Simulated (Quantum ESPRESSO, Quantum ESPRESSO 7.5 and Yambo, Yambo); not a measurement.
## TiO2 (Rutile): G0W0 on several meshes in Yambo

Aim: the GW shift of TiO2 (Rutile) against the k mesh.

Main program and level: Quantum ESPRESSO 7.5 and Yambo 5.3.0; PBE and many-body steps on it, plane waves.

This is a report of a sequence of runs, with most program output left out.

## 1. Set-up

The structure is tetragonal, space group P4_2/mnm (No. 136). Conventional cell: a = 4.592 Å, b = 4.592 Å, c = 2.957 Å, α = 90.00°, β = 90.00°, γ = 90.00°. Ti has 6 O at 1.95 to 1.98 Å nearest. O has 3 Ti at 1.95 to 1.98 Å nearest. Farther neighbours and most contacts between anions are not listed.

As a file:

```cif
data_structure
_symmetry_space_group_name_H-M 'P 1'
_symmetry_Int_Tables_number 1
_cell_length_a 4.5922
_cell_length_b 4.5922
_cell_length_c 2.9574
_cell_angle_alpha 90.000
_cell_angle_beta 90.000
_cell_angle_gamma 90.000
_cell_volume 62.37
loop_
_atom_site_label
_atom_site_type_symbol
_atom_site_fract_x
_atom_site_fract_y
_atom_site_fract_z
_atom_site_occupancy
Ti1 Ti 0.00000 0.00000 0.00000 1
Ti2 Ti 0.50000 0.50000 0.50000 1
O3 O 0.30496 0.30496 0.00000 1
O4 O 0.19504 0.80496 0.50000 1
O5 O 0.69504 0.69504 0.00000 1
O6 O 0.80496 0.19504 0.50000 1
```

The cell and positions come from the Crystallography Open Database and are kept as given unless a step says otherwise.

## 2. Empty states on the mesh, 2×2×2 mesh, 89 bands

This step: Quantum ESPRESSO 7.5; DFT, PBE, plane waves, norm-conserving pseudopotentials.

The sums over transitions need many empty states on a uniform mesh; this step solves for them.

The input, pw.in:

```
&control
  calculation = 'nscf'
  prefix = 'x'
  outdir = 'o'
  pseudo_dir = 'pseudo'
/
&system
  ibrav = 0
  nat = 6
  ntyp = 2
  ecutwfc = 76.0
  nbnd = 89
  force_symmorphic = .true.
/
&electrons
  conv_thr = 1e-9
  electron_maxstep = 80
  diago_full_acc = .true.
  diago_thr_init = 5e-6
/
ATOMIC_SPECIES
  Ti 47.867 Ti.upf
  O 15.999 O.upf
CELL_PARAMETERS angstrom
  4.5922000000 0.0000000000 0.0000000000
  0.0000000000 4.5922000000 0.0000000000
  0.0000000000 0.0000000000 2.9574000000
ATOMIC_POSITIONS crystal
  Ti 0.0000000000 0.0000000000 0.0000000000
  Ti 0.5000000000 0.5000000000 0.5000000000
  O 0.3049600000 0.3049600000 0.0000000000
  O 0.1950400000 0.8049600000 0.5000000000
  O 0.6950400000 0.6950400000 0.0000000000
  O 0.8049600000 0.1950400000 0.5000000000
K_POINTS automatic
  2 2 2 0 0 0
```

Started as:

```console
OMP_NUM_THREADS=1 mpirun -n 8 pw.x -nk 4 -in pw.in > pw.out
```

Wall time 3.6 s (8 MPI ranks of Arm Neoverse V2, shared host); peak memory 0.53 GiB.

This step gave:

- gap: 1.917 eV
- k of the valence top: 0, 0, 0
- k of the conduction bottom: 0, 0, 0
- least direct gap: 1.917 eV
- k points computed: 6
- lowest point of the top converged band, above the valence top: 50.0402 eV

On this mesh the gap is 1.917 eV.

The density comes from a self-consistent run that is not shown.

## 3. Conversion and set-up

This step: Yambo 5.3.0; conversion and set-up on PBE, plane waves, norm-conserving pseudopotentials.

The states are converted to the many-body program's format and the q mesh is built.

Started as:

```console
(cd o/x.save; p2y > p2y.log; mv SAVE ../..); yambo > setup.log
```

Wall time 1.9 s (1 MPI rank); peak memory 0.24 GiB.

## 4. 2×2×2

G0W0 replaces the xc potential by the self-energy, built once from these orbitals. Only a window of levels is corrected, while the sums run over the empty bands that the input names.

This step: G0W0 on PBE, plane waves, norm-conserving pseudopotentials.

The input, gw13.in:

```
HF_and_locXC
gw0
dyson
ppa
em1d
rim_cut
RandQpts= 1000000
RandGvec= 1 RL
EXXRLvcs= 76 Ry
VXCRLvcs= 304 Ry
Chimod= "HARTREE"
% BndsRnXp
 1 | 89 |
%
NGsBlkXp= 9 Ry
% LongDrXp
 1 | 1 | 1 |
%
% GbndRnge
 1 | 89 |
%
DysSolver= "n"
ExtendOut
PPAPntXp= 27.21138 eV
% QPkrange
 1 | 1 | 23 | 26 |
%
```

Started as:

```console
OMP_NUM_THREADS=2 mpirun -n 4 yambo -F gw13.in -J gw13 -C gw13 > gw13.log
```

Run time: 6.4 s. Hardware: 4 MPI ranks; peak memory 1.3 GiB; 33 s of CPU time.

This step gave:

```
G0W0 gap on the points computed              : 3.382 eV
starting gap on the mesh                     : 1.917 eV
k of the valence top                         : 0, 0, 0
k of the conduction bottom                   : 0, 0, 0
least direct G0W0 gap on the computed points : 3.382 eV
Z at the valence top                         : 0.7607
Z at the conduction bottom                   : 0.7720
```

The gap on the mesh goes from 1.92 eV to 3.38 eV, a correction of +1.47 eV.

## 5. Empty states on the mesh, 2×2×4 mesh, 89 bands

This step: Quantum ESPRESSO 7.5; DFT, PBE, plane waves, norm-conserving pseudopotentials.

pw.in, as its differences from that of step 2:

```diff
@@ -35,2 +35,2 @@
 K_POINTS automatic
-  2 2 2 0 0 0
+  2 2 4 0 0 0
```

Started as:

```console
OMP_NUM_THREADS=1 mpirun -n 8 pw.x -nk 4 -in pw.in > pw.out
```

The job ended after 5.2 s (8 MPI ranks; peak memory 0.52 GiB).

This step gave:

```yaml
gap: 1.917 eV
k_of_the_valence_top: 0, 0, 0
k_of_the_conduction_bottom: 0, 0, 0
least_direct_gap: 1.917 eV
k_points_computed: 9
lowest_point_of_the_top_converged_band_above_the_valence_top: 50.0402 eV
```

On this mesh the gap is 1.917 eV.

## 6. Conversion and set-up

This step: Yambo 5.3.0; conversion and set-up on PBE, plane waves, norm-conserving pseudopotentials.

Started as:

```console
(cd o/x.save; p2y > p2y.log; mv SAVE ../..); yambo > setup.log
```

Elapsed: 2 s, on 1 MPI rank; peak memory 0.24 GiB.

## 7. 2×2×4

This step: G0W0 on PBE, plane waves, norm-conserving pseudopotentials.

The input, gw14.in:

```
HF_and_locXC
gw0
dyson
ppa
em1d
rim_cut
RandQpts= 1000000
RandGvec= 1 RL
EXXRLvcs= 76 Ry
VXCRLvcs= 304 Ry
Chimod= "HARTREE"
% BndsRnXp
 1 | 89 |
%
NGsBlkXp= 9 Ry
% LongDrXp
 1 | 1 | 1 |
%
% GbndRnge
 1 | 89 |
%
DysSolver= "n"
ExtendOut
PPAPntXp= 27.21138 eV
% QPkrange
 1 | 1 | 23 | 26 |
%
```

Started as:

```console
OMP_NUM_THREADS=2 mpirun -n 4 yambo -F gw14.in -J gw14 -C gw14 > gw14.log
```

Run time: 12 s. Hardware: 4 MPI ranks; peak memory 1.4 GiB; 77 s of CPU time.

Numbers from this step:

```
G0W0 gap on the points computed              : 3.358 eV
starting gap on the mesh                     : 1.917 eV
k of the valence top                         : 0, 0, 0
k of the conduction bottom                   : 0, 0, 0
least direct G0W0 gap on the computed points : 3.358 eV
Z at the valence top                         : 0.7614
Z at the conduction bottom                   : 0.7732
```

Against G0W0 in Yambo (2×2×2 mesh, 89 bands, screening to 122.5 eV, Godby-Needs plasmon pole), the gap moves by −0.024 eV.

## 8. Empty states on the mesh, 4×4×6 mesh, 89 bands

This step: Quantum ESPRESSO 7.5; DFT, PBE, plane waves, norm-conserving pseudopotentials.

pw.in, as its differences from that of step 5:

```diff
@@ -35,2 +35,2 @@
 K_POINTS automatic
-  2 2 4 0 0 0
+  4 4 6 0 0 0
```

Started as:

```console
OMP_NUM_THREADS=1 mpirun -n 8 pw.x -nk 4 -in pw.in > pw.out
```

It took 11 s on 8 MPI ranks; peak memory 0.52 GiB; 84 s of CPU time.

This step gave:

```
gap                                                           : 1.917 eV
k of the valence top                                          : 0, 0, 0
k of the conduction bottom                                    : 0, 0, 0
least direct gap                                              : 1.917 eV
k points computed                                             : 28
lowest point of the top converged band, above the valence top : 49.38 eV
```

On this mesh the gap is 1.917 eV.

## 9. Conversion and set-up

This step: Yambo 5.3.0; conversion and set-up on PBE, plane waves, norm-conserving pseudopotentials.

Started as:

```console
(cd o/x.save; p2y > p2y.log; mv SAVE ../..); yambo > setup.log
```

Wall time 2.6 s (1 MPI rank); peak memory 0.25 GiB.

## 10. 4×4×6

This step: G0W0 on PBE, plane waves, norm-conserving pseudopotentials.

The input, gw15.in:

```
HF_and_locXC
gw0
dyson
ppa
em1d
rim_cut
RandQpts= 1000000
RandGvec= 1 RL
EXXRLvcs= 76 Ry
VXCRLvcs= 304 Ry
Chimod= "HARTREE"
% BndsRnXp
 1 | 89 |
%
NGsBlkXp= 9 Ry
% LongDrXp
 1 | 1 | 1 |
%
% GbndRnge
 1 | 89 |
%
DysSolver= "n"
ExtendOut
PPAPntXp= 27.21138 eV
% QPkrange
 1 | 1 | 23 | 26 |
%
```

Started as:

```console
OMP_NUM_THREADS=2 mpirun -n 4 yambo -F gw15.in -J gw15 -C gw15 > gw15.log
```

Elapsed: 2.3 min, on 4 MPI ranks; peak memory 3.2 GiB.

Numbers from this step:

- G0W0 gap on the points computed: 3.400 eV
- starting gap on the mesh: 1.917 eV
- k of the valence top: 0, 0, 0
- k of the conduction bottom: 0, 0, 0
- least direct G0W0 gap on the computed points: 3.400 eV

Against G0W0 in Yambo (2×2×2 mesh, 89 bands, screening to 122.5 eV, Godby-Needs plasmon pole), the gap moves by +0.018 eV.

## 11. The runs together

Times are wall times on 4 MPI ranks of Arm Neoverse V2, shared host, good to a factor of about two.

| run | mesh | bands | screening cutoff (eV) | DFT gap (eV) | gap on the mesh (eV) | direct (eV) | time |
| --- | --- | --- | --- | --- | --- | --- | --- |
| 2×2×2 | 2×2×2 | 89 | 122.5 | 1.917 | 3.382 | 3.382 | 6.4 s |
| 2×2×4 | 2×2×4 | 89 | 122.5 | 1.917 | 3.358 | 3.358 | 12 s |
| 4×4×6 | 4×4×6 | 89 | 122.5 | 1.917 | 3.400 | 3.400 | 2.3 min |

## 12. What came out

| Property | Result |
| --- | --- |
| 2×2×2 | 3.382 eV |
| 2×2×4 | 3.358 eV |
| 4×4×6 | 3.400 eV |
| known limits | not at the basis limit; coarse k mesh |

2×2×4: −0.024 eV against 2×2×2. 4×4×6: +0.018 eV against 2×2×2. Bands and cutoff are finite, so the gap is not at the basis limit. The miss can reach some tenths of an eV and take either sign; the mesh is an error of its own. In the G0W0 runs levels were corrected at 1 k point alone, so a gap called «on the mesh» is the least over those, and an edge elsewhere would be missed. The 2×2×2 mesh is coarse for this cell, which bears on the long-range parts of exchange and screening.

[Paths, hosts, dates, memory and timing lines, banners, echoed tables and standing remarks are left out of the program output.]

[Logs are printed without paths, hosts, clocks, repeated set-up lines and the standing remarks that a program may print on its own settings, such as how far it seeks lower states.]

[Runs of the session that timed out or met a known fault of the program may be left out.]

[Hosts, paths, dates, database ids (printed as entryN), source tags and the programs' standing remarks are cut or masked in the printed files.]
